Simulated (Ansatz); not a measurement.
**SrB4 (built on the sites of a database entry of SrIn4): from the cell to its phonons**

Aim: the vibrations of SrB4 (built on the sites of a database entry of SrIn4), their spectra, and whether the structure is stable.

Program: Ansatz 0.2.0. Level of theory: DFT PBEsol, scalar-relativistic, plane waves, PAW. Results are calculated unless marked as measured.

The structure was built from a prototype and need not be the compound's stable phase.

## 1. Starting point

It takes space group I4/mmm (No. 139, tetragonal). The conventional cell has a = 4.136 Å, b = 4.136 Å, c = 10.137 Å, α = 90.00°, β = 90.00°, γ = 90.00°. Sr has 16 B at 3.15 to 3.27 Å nearest. Nearest to B lie 8 B at 2.48 to 2.92 Å and 4 Sr at 3.27 Å. B has 5 B at 2.33 to 2.48 Å and 4 Sr at 3.15 Å nearest. Farther neighbours are not listed.

## 2. Coarse relaxation

A rough relaxation comes first, because large forces or stress need no tight tolerances yet.

File input.yaml:

```yaml
crystal:
  lattice:
    - [-2.06782, 2.06782, 5.06855]
    - [2.06782, -2.06782, 5.06855]
    - [2.06782, 2.06782, -5.06855]
  atoms:
    - { symbol: Sr, position: [0.0, 0.0, 0.0] }
    - { symbol: B, position: [0.25, 0.75, 0.5] }
    - { symbol: B, position: [0.75, 0.25, 0.5] }
    - { symbol: B, position: [0.38488806, 0.38488806, 0.0] }
    - { symbol: B, position: [0.61511194, 0.61511194, 0.0] }
kpoints:
  mp_grid: { grid: [6, 6, 6] }
hamiltonian:
  xc: pbesol
scf:
  occupations: { method: gaussian, width: 0.1 }
output:
  forces: true
  stress: true
  eigenvalues: true
relax:
  adjacent_minimum: "off"
  f_tol: 0.05
  max_steps: 80
  cell: { stress_tol: 0.5 }
```

On the command line:

```sh
ansatz run input.yaml --threads 8 --pin off --max-ram 14336MiB --backend cpu --events-out ev --progress --plain --runs-dir out
```

Numbers of over 12 decimals in the logs are rounded to 6 here.

Log:

```text
The last accepted step is kept in <dir> (removed where the run ends without a failure and the disk answers)
[...]
cell:  # Å, volume = 51.7768 Å³
    - [-1.607236, 1.607236, 5.010904]
    - [1.607236, -1.607236, 5.010904]
    - [1.607236, 1.607236, -5.010904]
  atoms:
    - { symbol: Sr, position: [-6.845048291826286e-19, -6.845048291826286e-19, 0] }
    - { symbol: B, position: [0.250000, 0.75, 0.5] }
    - { symbol: B, position: [0.75, 0.250000, 0.5] }
    - { symbol: B, position: [0.333596, 0.333596, 0] }
    - { symbol: B, position: [0.666404, 0.666404, 0] }
[key lines of the parts left out:]
SCF converged after 6 iterations
Free energy (F): -4101.598991 eV
Fermi energy:    11.308420 eV
P = ⅓ Tr σ = 0.0511 GPa (0.511 kbar)
```

Wall time 6.1 s (8 threads of Arm Neoverse V1, shared host); peak memory 0.43 GiB.

Step by step:

| step | energy less that of the first step (eV) | largest force component (eV/Å) | pressure (GPa) | volume (Å³) |
| --- | --- | --- | --- | --- |
| 1 | 0.0000 | 1.1297 | -28.17 | 86.69 |
| 2 | -1.9813 | 1.1434 | -29.61 | 76.59 |
| 3 | -4.0738 | 1.0346 | -27.82 | 65.89 |
| 4 | -5.6046 | 0.7864 | -19.08 | 56.65 |
| 5 | -6.2741 | 0.3332 | -2.08 | 49.48 |
| 6 | -6.4218 | 0.5918 | 2.82 | 48.60 |
| 7 | -6.5549 | 0.0707 | 6.24 | 49.20 |
| 8 | -6.6008 | 0.5072 | 2.42 | 51.42 |
| 9 | -6.6187 | 0.0469 | -0.40 | 51.92 |
| 10* | -6.6136 | 0.0449 | -0.48 | 51.92 |
| 11 | -6.6142 | 0.0018 | 0.05 | 51.78 |
| 12* | -6.6140 | 0.0019 | 0.05 | 51.78 |

Relaxation steps marked * repeat the geometry before them on a plane-wave basis chosen anew for their cell, so energy and pressure can jump there.

The run keeps the 16 symmetry operations that it works with, so distortions that break them were not tested.

| cell as run | before | after | change |
| --- | --- | --- | --- |
| a (Å) | 5.852 | 5.502 | -6.0 % |
| b (Å) | 5.852 | 5.502 | -6.0 % |
| c (Å) | 5.852 | 5.502 | -6.0 % |
| α (°) | 138.61 | 146.03 | +5.4 % |
| β (°) | 138.61 | 146.03 | +5.4 % |
| γ (°) | 59.97 | 48.80 | -18.6 % |
| volume (Å³/atom) | 17.34 | 10.36 | -40.3 % |

The atoms that moved most (Å, as changes of fractional coordinates times the final cell):

| atom | dx | dy | dz | length |
| --- | --- | --- | --- | --- |
| B4 | 0.000 | 0.000 | -0.514 | 0.514 |
| B5 | 0.000 | 0.000 | 0.514 | 0.514 |

The relaxed structure:

```cif
data_structure
_symmetry_space_group_name_H-M 'P 1'
_symmetry_Int_Tables_number 1
_cell_length_a 5.5023
_cell_length_b 5.5023
_cell_length_c 5.5023
_cell_angle_alpha 146.032
_cell_angle_beta 146.032
_cell_angle_gamma 48.799
_cell_volume 51.78
loop_
_atom_site_label
_atom_site_type_symbol
_atom_site_fract_x
_atom_site_fract_y
_atom_site_fract_z
_atom_site_occupancy
Sr1 Sr 0.00000 0.00000 0.00000 1
B2 B 0.25000 0.75000 0.50000 1
B3 B 0.75000 0.25000 0.50000 1
B4 B 0.33360 0.33360 0.00000 1
B5 B 0.66640 0.66640 0.00000 1
```

This step gave:

```
pressure          : 0.05107 GPa
volume per atom   : 10.36 Å³
gap on the k-mesh : 0 eV
```

In this step the volume went from 17.34 to 10.36 Å³/atom.

## 3. Bringing the structure to rest

Harmonic phonons are second derivatives at a point where the forces vanish, and they are wanted at zero stress, so atoms and cell are relaxed first.

File input.yaml:

```yaml
crystal:
  lattice:
    - [-1.6072357668, 1.6072357668, 5.010903673]
    - [1.6072357668, -1.6072357668, 5.010903673]
    - [1.6072357668, 1.6072357668, -5.010903673]
  atoms:
    - { symbol: Sr, position: [0.0, 0.0, 0.0] }
    - { symbol: B, position: [0.25, 0.75, 0.5] }
    - { symbol: B, position: [0.75, 0.25, 0.5] }
    - { symbol: B, position: [0.3335957543, 0.3335957543, 0.0] }
    - { symbol: B, position: [0.6664042457, 0.6664042457, 0.0] }
kpoints:
  mp_grid: { grid: [16, 16, 16] }
hamiltonian:
  xc: pbesol
scf:
  occupations: { method: gaussian, width: 0.1 }
output:
  forces: true
  stress: true
  eigenvalues: true
  write_density: true
  write_potential: true
  elf: true
  volumetric_format: npy
relax:
  adjacent_minimum: "off"
  f_tol: 0.005
  max_steps: 80
  cell: { stress_tol: 0.05 }
```

Log:

```text
[...]
Crystal: 5 atoms, lattice volume = 51.777 Å³
Basis set: ecut = 420 eV, 1005 PW (Γ), FFT grids on a1−a2, a2, a1+a3, exchange–correlation on 64×80×48 points (8 copies of the dense FFT grid, shifted against one another)
Bands: 16, of which v1, the nominal top of the filled ones, is band 11 counted from 1 (10 counted from 0)
Symmetry: 16 space group operations
[...]
k-points: 349 of 4096
[...]
SCF iter   1: F=—  HF=-4101.547997 eV  |F-HF|=—  |Δ(HF+E_count)|=         —  Δρ=6.11e-3  dr2=2.46e-2  ethr=1.77e-3  ⟨swp⟩=7.1  Hψ=38134  notcnv=0
[...]
SCF iter   6: F=-4101.541070 eV  HF=-4101.541070 eV  |F-HF|=5.74e-8  |Δ(HF+E_count)|=   1.30e-7  Δρ=9.18e-6  dr2=8.48e-8  ethr=4.55e-10  ⟨swp⟩=13.3  Hψ=48158  notcnv=0
SCF 1 converged in 6 iterations: F = -4101.541070 eV  dr2 = 8.48e-8
[...]
relax step   1: F+E_penalty+E_count = -4101.54107040 eV  Δ(F+E_penalty+E_count) = +0.000e0 eV  max|allowed force component| = 1.797e-1 eV/Å  Δτ_max = 0.0000 Å  P = -0.025 GPa  Ω = 51.777 Å³  (6 SCF iters, dr2 threshold 1.00e-7 eV, accepted)
Crystal: 5 atoms, lattice volume = 52.195 Å³
[...]
SCF iter   5: F=-4101.558543 eV  HF=-4101.558543 eV  |F-HF|=8.36e-9  |Δ(HF+E_count)|=   4.48e-7  Δρ=1.18e-5  dr2=5.52e-8  ethr=2.27e-9  ⟨swp⟩=12.6  Hψ=49517  notcnv=0
SCF 2 converged in 5 iterations: F = -4101.558543 eV  dr2 = 5.52e-8
relax step   2: F+E_penalty+E_count = -4101.55854290 eV  Δ(F+E_penalty+E_count) = -1.747e-2 eV  max|allowed force component| = 2.152e-2 eV/Å  Δτ_max = 0.0033 Å  P = -0.968 GPa  Ω = 52.195 Å³  energy of the carried Pulay correction = -4.562e-4 eV  (5 SCF iters, dr2 threshold 5.00e-7 eV, accepted)
Crystal: 5 atoms, lattice volume = 51.459 Å³
Basis set: ecut = 420 eV, 1021 PW (Γ), FFT grids on a1−a2, a2, a1+a3, exchange–correlation on 64×80×48 points (8 copies of the dense FFT grid, shifted against one another)
[...]
SCF iter   5: F=-4101.564568 eV  HF=-4101.564568 eV  |F-HF|=3.00e-8  |Δ(HF+E_count)|=   1.19e-7  Δρ=1.69e-5  dr2=1.50e-7  ethr=2.27e-9  ⟨swp⟩=10.0  Hψ=49492  notcnv=0
SCF 3 converged in 5 iterations: F = -4101.564568 eV  dr2 = 1.50e-7
relax step   3: F+E_penalty+E_count = -4101.56456779 eV  Δ(F+E_penalty+E_count) = -6.025e-3 eV  max|allowed force component| = 1.640e-2 eV/Å  Δτ_max = 0.0068 Å  P = +1.343 GPa  Ω = 51.459 Å³  energy of the carried Pulay correction = +3.495e-4 eV  (5 SCF iters, dr2 threshold 5.00e-7 eV, accepted)
[...]
relax step   4: F+E_penalty+E_count = -4101.56620973 eV  Δ(F+E_penalty+E_count) = -1.642e-3 eV  max|allowed force component| = 5.228e-2 eV/Å  Δτ_max = 0.0096 Å  P = +0.062 GPa  Ω = 52.081 Å³  energy of the carried Pulay correction = -3.324e-4 eV  (4 SCF iters, dr2 threshold 5.00e-7 eV, accepted)
[...]
relax step   5: F+E_penalty+E_count = -4101.56649412 eV  Δ(F+E_penalty+E_count) = -2.844e-4 eV  max|allowed force component| = 6.808e-3 eV/Å  Δτ_max = 0.0035 Å  P = +0.028 GPa  Ω = 52.028 Å³  energy of the carried Pulay correction = -2.748e-4 eV  (4 SCF iters, dr2 threshold 1.71e-7 eV, accepted)
[...]
relax step   6: F+E_penalty+E_count = -4101.56649218 eV  Δ(F+E_penalty+E_count) = +1.938e-6 eV  max|allowed force component| = 2.315e-4 eV/Å  Δτ_max = 0.0004 Å  P = +0.002 GPa  Ω = 52.035 Å³  energy of the carried Pulay correction = -2.823e-4 eV  (5 SCF iters, dr2 threshold 2.90e-9 eV, accepted)
[...]
relax step   7: F+E_penalty+E_count = -4101.56776104 eV  Δ(F+E_penalty+E_count) = -1.269e-3 eV  max|allowed force component| = 5.431e-4 eV/Å  Δτ_max = 0.0000 Å  P = +0.027 GPa  Ω = 52.035 Å³  stress off target by 1.39e-1 GPa  SCF on the basis re-selected at this cell (its energy is not comparable with the rows above)  (5 SCF iters)
[...]
relax step   8: F+E_penalty+E_count = -4101.56779886 eV  Δ(F+E_penalty+E_count) = -3.782e-5 eV  max|allowed force component| = 3.454e-4 eV/Å  Δτ_max = 0.0002 Å  P = +0.009 GPa  Ω = 52.063 Å³  energy of the carried Pulay correction = -2.440e-5 eV  (4 SCF iters, dr2 threshold 4.81e-8 eV, accepted)
[...]
SCF iter   5: F=-4101.567819 eV  HF=-4101.567819 eV  |F-HF|=0.00e0  |Δ(HF+E_count)|=  2.18e-11  Δρ=6.25e-8  dr2=2.55e-12  ethr=1.00e-12  ⟨swp⟩=8.6  Hψ=33961  notcnv=0
SCF 9 converged in 5 iterations: F = -4101.567819 eV  dr2 = 2.55e-12
relax step   9: F+E_penalty+E_count = -4101.56781928 eV  Δ(F+E_penalty+E_count) = -2.042e-5 eV  max|allowed force component| = 3.878e-4 eV/Å  Δτ_max = 0.0000 Å  P = +0.009 GPa  Ω = 52.063 Å³  stress off target by 1.58e-2 GPa  SCF on the basis re-selected at this cell (its energy is not comparable with the rows above)  (5 SCF iters)
[...]
SCF converged after 5 iterations
Free energy (F): -4101.567819 eV
[...]
Internal energy: -4101.558180 eV  (E = F + TS)
E sigma→0 (E₀):  -4101.563000 eV
Entropy (-TS):   -0.009639 eV (-1.928 meV/atom)
Fermi energy:    11.232271 eV
[...]
--- Forces (eV/Å), atoms counted from 1 ---
  atom   1  Sr    -0.00000000     0.00000000     0.00000000
  atom   2  B      0.00000000     0.00000000     0.00000000
  atom   3  B      0.00000000    -0.00000000     0.00000000
  atom   4  B      0.00000000    -0.00000000    -0.00038775
  atom   5  B     -0.00000000     0.00000000     0.00038775
  max |Σ_I F_I| component: 6.94e-18 eV/Å
--- Stress (GPa, compression-positive) ---
        0.006189       0.000000      -0.000000
        0.000000       0.006189       0.000000
       -0.000000      -0.000000       0.015765
  P = ⅓ Tr σ = 0.0094 GPa (0.094 kbar)
--- Band table (eV; the first three rows and the last of 349) ---
  k-point 0: bands = [... 7 lower, 6.0069, 7.3528, 11.8691, 11.8737, 12.5165, 12.9735, 12.9735, 15.3952, ... 1 higher]
  k-point 1: bands = [... 7 lower, 5.8877, 7.5329, 11.4802, 12.2418, 12.5922, 12.7195, 13.3643, 15.5306, ... 1 higher]
  k-point 2: bands = [... 7 lower, 5.6764, 8.0059, 10.7787, 11.6055, 13.0630, 13.1976, 14.1419, 15.8572, ... 1 higher]
  k-point 348: bands = [... 7 lower, 6.1481, 10.2359, 10.8657, 10.9765, 12.0894, 12.5136, 12.5136, 14.2899, ... 1 higher]
--- Relaxed structure (7 steps of the walk, 7 accepted, 2 SCFs on fresh bases) ---
[...]
cell:  # Å, volume = 52.0633 Å³
    - [-1.572688, 1.572688, 5.262435]
    - [1.572688, -1.572688, 5.262435]
    - [1.572688, 1.572688, -5.262435]
  atoms:
    - { symbol: Sr, position: [0, 0, 0] }
    - { symbol: B, position: [0.250000, 0.750000, 0.500000] }
    - { symbol: B, position: [0.750000, 0.250000, 0.500000] }
    - { symbol: B, position: [0.334009, 0.334009, 0] }
    - { symbol: B, position: [0.665991, 0.665991, 0] }
```

Elapsed: 26 s, on 8 threads; peak memory 0.62 GiB.

The steps of the relaxation:

| step | energy less that of the first step (eV) | largest force component (eV/Å) | pressure (GPa) | volume (Å³) |
| --- | --- | --- | --- | --- |
| 1 | 0.0000 | 0.1797 | -0.03 | 51.78 |
| 2 | -0.0175 | 0.0215 | -0.97 | 52.19 |
| 3 | -0.0235 | 0.0164 | 1.34 | 51.46 |
| 4 | -0.0251 | 0.0523 | 0.06 | 52.08 |
| 5 | -0.0254 | 0.0068 | 0.03 | 52.03 |
| 6 | -0.0254 | 0.0002 | 0.00 | 52.04 |
| 7* | -0.0267 | 0.0005 | 0.03 | 52.04 |
| 8 | -0.0267 | 0.0003 | 0.01 | 52.06 |
| 9* | -0.0267 | 0.0004 | 0.01 | 52.06 |

Relaxation steps marked * repeat the geometry before them on a plane-wave basis chosen anew for their cell, so energy and pressure can jump there.

The run keeps the 16 symmetry operations that it works with, so distortions that break them were not tested.

| conventional cell, symmetrised | before | after | change |
| --- | --- | --- | --- |
| a (Å) | 3.214 | 3.145 | -2.1 % |
| b (Å) | 3.214 | 3.145 | -2.1 % |
| c (Å) | 10.022 | 10.525 | +5.0 % |
| volume (Å³/atom) | 10.36 | 10.41 | +0.6 % |

The relaxed structure:

```cif
data_structure
_symmetry_space_group_name_H-M 'P 1'
_symmetry_Int_Tables_number 1
_cell_length_a 5.7131
_cell_length_b 5.7131
_cell_length_c 5.7131
_cell_angle_alpha 148.043
_cell_angle_beta 148.043
_cell_angle_gamma 45.822
_cell_volume 52.06
loop_
_atom_site_label
_atom_site_type_symbol
_atom_site_fract_x
_atom_site_fract_y
_atom_site_fract_z
_atom_site_occupancy
Sr1 Sr 0.00000 0.00000 0.00000 1
B2 B 0.25000 0.75000 0.50000 1
B3 B 0.75000 0.25000 0.50000 1
B4 B 0.33401 0.33401 0.00000 1
B5 B 0.66599 0.66599 0.00000 1
```

This step gave:

```
pressure        : 0.009381 GPa
volume per atom : 10.41 Å³
```

Electrostatic potential energy in the ab plane of the cell as run, not the conventional one, at fractional z = 0.000, with atoms of Sr and B within 0.2 Å of it. With pseudopotentials it is smooth inside the atoms' cores, unlike the true potential.

Ten even steps from '_' (-94 eV) to '@' (14 eV), each cell a mean:
```
____==%%@@@@@@@@@@@@@@@@@@@@**..
::__::##@@@@@@@@@@@@@@@@@@@@@@**
##++++##%%@@@@@@%%%%@@@@@@@@@@@@
@@%%%%%%@@@@@@@@##++**%%@@@@@@@@
@@@@@@@@@@@@@@@@%%++==++%%@@@@@@
@@@@@@@@@@@@@@@@@@##==--**@@@@@@
@@@@@@@@@@@@@@@@@@@@##++++%%@@@@
@@@@@@%%@@@@@@@@@@@@@@%%##%%@@@@
@@@@%%##**%%@@@@@@@@@@@@@@@@@@@@
@@@@@@##====##@@@@@@@@@@@@@@@@@@
@@@@@@%%++--==%%@@@@@@@@@@@@@@@@
@@@@@@@@%%++==**@@@@@@@@@@%%@@@@
@@@@@@@@@@%%####%%@@@@@@%%####%%
##@@@@@@@@@@@@%%@@@@@@@@%%++::==
..**@@@@@@@@@@@@@@@@@@@@%%++____
__..##@@@@@@@@@@@@@@@@@@@@##::__
```
Columns run along a (5.7 Å; values clipped at the 3rd and 97th percentile), rows up along b (5.7 Å). Atoms in or near the plane, at fractional coordinates: Sr at (0.00, 0.00), B at (0.33, 0.33), B at (0.67, 0.67).

Valence density in the ab plane of the cell as run, not the conventional one, at fractional z = 0.000, with atoms of Sr and B within 0.2 Å of it. It is the smooth field of the valence electrons, not physical close to the nuclei.

Values in e/Å³, 16 rows by 16 columns, each cell a mean:
```
2.0 2.4 2.0 0.7 0.2 0.2 0.3 0.4 0.5 0.4 0.2 0.1 0.1 0.3 1.3 2.5
2.4 2.6 2.3 1.1 0.3 0.2 0.2 0.4 0.5 0.5 0.3 0.2 0.1 0.1 0.3 1.3
0.9 1.7 1.7 1.1 0.4 0.2 0.2 0.4 0.6 0.7 0.5 0.3 0.1 0.1 0.1 0.3
0.2 0.5 0.7 0.6 0.3 0.2 0.2 0.4 0.6 0.7 0.6 0.5 0.3 0.1 0.1 0.1
0.1 0.2 0.2 0.3 0.2 0.2 0.2 0.3 0.5 0.6 0.4 0.5 0.5 0.3 0.2 0.1
0.2 0.2 0.2 0.2 0.2 0.1 0.1 0.2 0.3 0.6 0.5 0.4 0.6 0.5 0.3 0.2
0.3 0.3 0.3 0.3 0.2 0.2 0.1 0.1 0.2 0.4 0.6 0.6 0.7 0.7 0.5 0.4
0.4 0.5 0.5 0.5 0.4 0.3 0.2 0.1 0.1 0.2 0.3 0.5 0.6 0.6 0.5 0.5
0.4 0.5 0.6 0.7 0.7 0.5 0.4 0.2 0.1 0.1 0.2 0.3 0.4 0.4 0.4 0.4
0.3 0.4 0.5 0.7 0.6 0.5 0.6 0.4 0.2 0.1 0.1 0.2 0.2 0.2 0.2 0.3
0.2 0.2 0.3 0.5 0.6 0.4 0.6 0.5 0.3 0.2 0.1 0.2 0.2 0.2 0.2 0.2
0.1 0.1 0.2 0.3 0.5 0.6 0.6 0.7 0.4 0.2 0.2 0.2 0.3 0.4 0.3 0.2
0.2 0.1 0.1 0.1 0.3 0.5 0.7 0.7 0.5 0.3 0.2 0.3 0.6 1.1 1.1 0.7
1.1 0.3 0.1 0.1 0.2 0.3 0.5 0.6 0.5 0.3 0.2 0.2 0.7 1.7 2.3 2.0
2.4 1.3 0.3 0.1 0.1 0.2 0.4 0.5 0.5 0.3 0.2 0.2 0.5 1.7 2.6 2.4
1.8 2.4 1.1 0.2 0.1 0.2 0.3 0.4 0.4 0.3 0.2 0.1 0.2 0.9 2.4 2.0
```
Columns run along a (5.7 Å), rows up along b (5.7 Å). Atoms in or near the plane, at fractional coordinates: Sr at (0.00, 0.00), B at (0.33, 0.33), B at (0.67, 0.67).

ELF in the ab plane of the cell as run, not the conventional one, at fractional z = 0.000, with atoms of Sr and B within 0.2 Å of it. It is the smooth field of the valence electrons, not physical close to the nuclei.

Values, 16 rows by 16 columns, each cell a mean:
```
0.23 0.45 0.81 0.57 0.12 0.20 0.44 0.58 0.61 0.51 0.32 0.14 0.06 0.31 0.77 0.67
0.74 0.65 0.79 0.75 0.28 0.18 0.46 0.64 0.69 0.62 0.42 0.20 0.07 0.06 0.38 0.77
0.68 0.80 0.82 0.77 0.41 0.17 0.43 0.65 0.65 0.61 0.52 0.32 0.14 0.05 0.06 0.31
0.19 0.45 0.61 0.61 0.37 0.17 0.38 0.67 0.57 0.34 0.31 0.36 0.27 0.14 0.07 0.06
0.12 0.13 0.21 0.26 0.21 0.15 0.31 0.68 0.69 0.28 0.05 0.15 0.36 0.32 0.20 0.14
0.31 0.31 0.28 0.24 0.21 0.19 0.28 0.59 0.79 0.60 0.15 0.05 0.31 0.52 0.42 0.32
0.49 0.55 0.56 0.56 0.53 0.45 0.38 0.47 0.72 0.81 0.60 0.27 0.34 0.62 0.62 0.51
0.58 0.65 0.67 0.64 0.70 0.74 0.66 0.51 0.54 0.72 0.79 0.68 0.56 0.65 0.69 0.61
0.55 0.63 0.68 0.53 0.43 0.66 0.81 0.72 0.51 0.47 0.59 0.67 0.66 0.64 0.64 0.58
0.41 0.48 0.59 0.47 0.14 0.19 0.61 0.81 0.66 0.38 0.28 0.32 0.38 0.43 0.46 0.44
0.22 0.26 0.38 0.44 0.18 0.03 0.19 0.66 0.75 0.45 0.18 0.15 0.19 0.18 0.18 0.21
0.08 0.10 0.17 0.30 0.32 0.18 0.15 0.44 0.71 0.53 0.20 0.20 0.38 0.42 0.29 0.14
0.23 0.06 0.06 0.14 0.29 0.43 0.46 0.53 0.65 0.56 0.23 0.25 0.61 0.77 0.73 0.56
0.72 0.34 0.05 0.06 0.17 0.38 0.59 0.68 0.67 0.57 0.27 0.20 0.62 0.83 0.79 0.79
0.70 0.77 0.33 0.05 0.10 0.26 0.48 0.63 0.65 0.55 0.31 0.12 0.45 0.81 0.66 0.44
0.19 0.71 0.73 0.23 0.08 0.22 0.41 0.55 0.59 0.49 0.31 0.12 0.18 0.69 0.76 0.24
```
Columns run along a (5.7 Å), rows up along b (5.7 Å). Atoms in or near the plane, at fractional coordinates: Sr at (0.00, 0.00), B at (0.33, 0.33), B at (0.67, 0.67).

In this step the volume went from 10.36 to 10.41 Å³/atom.

## 4. Relaxing to small forces for the phonons

Phonons need a cell at rest on their own settings, so the relaxation is repeated with tight tolerances on forces and stress, using the mesh and the filling of the phonon run that follows.

File input.yaml:

```yaml
crystal:
  lattice:
    - [-1.5726878647, 1.5726878647, 5.2624349301]
    - [1.5726878647, -1.5726878647, 5.2624349301]
    - [1.5726878647, 1.5726878647, -5.2624349301]
  atoms:
    - { symbol: Sr, position: [0.0, 0.0, 0.0] }
    - { symbol: B, position: [0.25, 0.75, 0.5] }
    - { symbol: B, position: [0.75, 0.25, 0.5] }
    - { symbol: B, position: [0.3340092094, 0.3340092094, 0.0] }
    - { symbol: B, position: [0.6659907906, 0.6659907906, 0.0] }
kpoints:
  mp_grid: { grid: [16, 16, 16] }
hamiltonian:
  xc: pbesol
scf:
  occupations: { method: methfessel_paxton, width: 0.2 }
output:
  forces: true
  stress: true
  eigenvalues: true
relax:
  adjacent_minimum: "off"
  f_tol: 0.001
  max_steps: 60
  cell: { stress_tol: 0.01 }
```

Log:

```text
[...]
Crystal: 5 atoms, lattice volume = 52.063 Å³
Basis set: ecut = 420 eV, 1037 PW (Γ), FFT grids on a1+a3, a2+a3, a3, exchange–correlation on 48×48×80 points (8 copies of the dense FFT grid, shifted against one another)
Bands: 16, of which v1, the nominal top of the filled ones, is band 11 counted from 1 (10 counted from 0)
Symmetry: 16 space group operations
[...]
cell:  # Å, volume = 52.0597 Å³
    - [-1.572836, 1.572836, 5.261077]
    - [1.572836, -1.572836, 5.261077]
    - [1.572836, 1.572836, -5.261077]
  atoms:
    - { symbol: Sr, position: [0, 0, 0] }
    - { symbol: B, position: [0.250000, 0.750000, 0.500000] }
    - { symbol: B, position: [0.750000, 0.250000, 0.500000] }
    - { symbol: B, position: [0.333994, 0.333994, 0] }
    - { symbol: B, position: [0.666006, 0.666006, 0] }
[key lines of the parts left out:]
SCF converged after 7 iterations
Free energy (F): -4101.562798 eV
Fermi energy:    11.236917 eV
P = ⅓ Tr σ = 0.0013 GPa (0.013 kbar)
```

Run time: 15 s. Hardware: 8 threads; peak memory 0.6 GiB.

Little changed from the start: no atom moved by 0.005 Å and no cell edge by 0.1 %.

This step gave:

- pressure: 0.001330 GPa

The largest force component left is 0.56 meV/Å and the pressure is 0.001 GPa, within the tolerances set. The cell now holds 10.41 Å³/atom.

[end of part 1 of 3]

[Logs are printed without paths, hosts, clocks, repeated set-up lines and the standing remarks that a program may print on its own settings, such as how far it seeks lower states.]

[Hosts, paths, dates, database ids (printed as entryN), source tags and the programs' standing remarks are cut or masked in the printed files.]
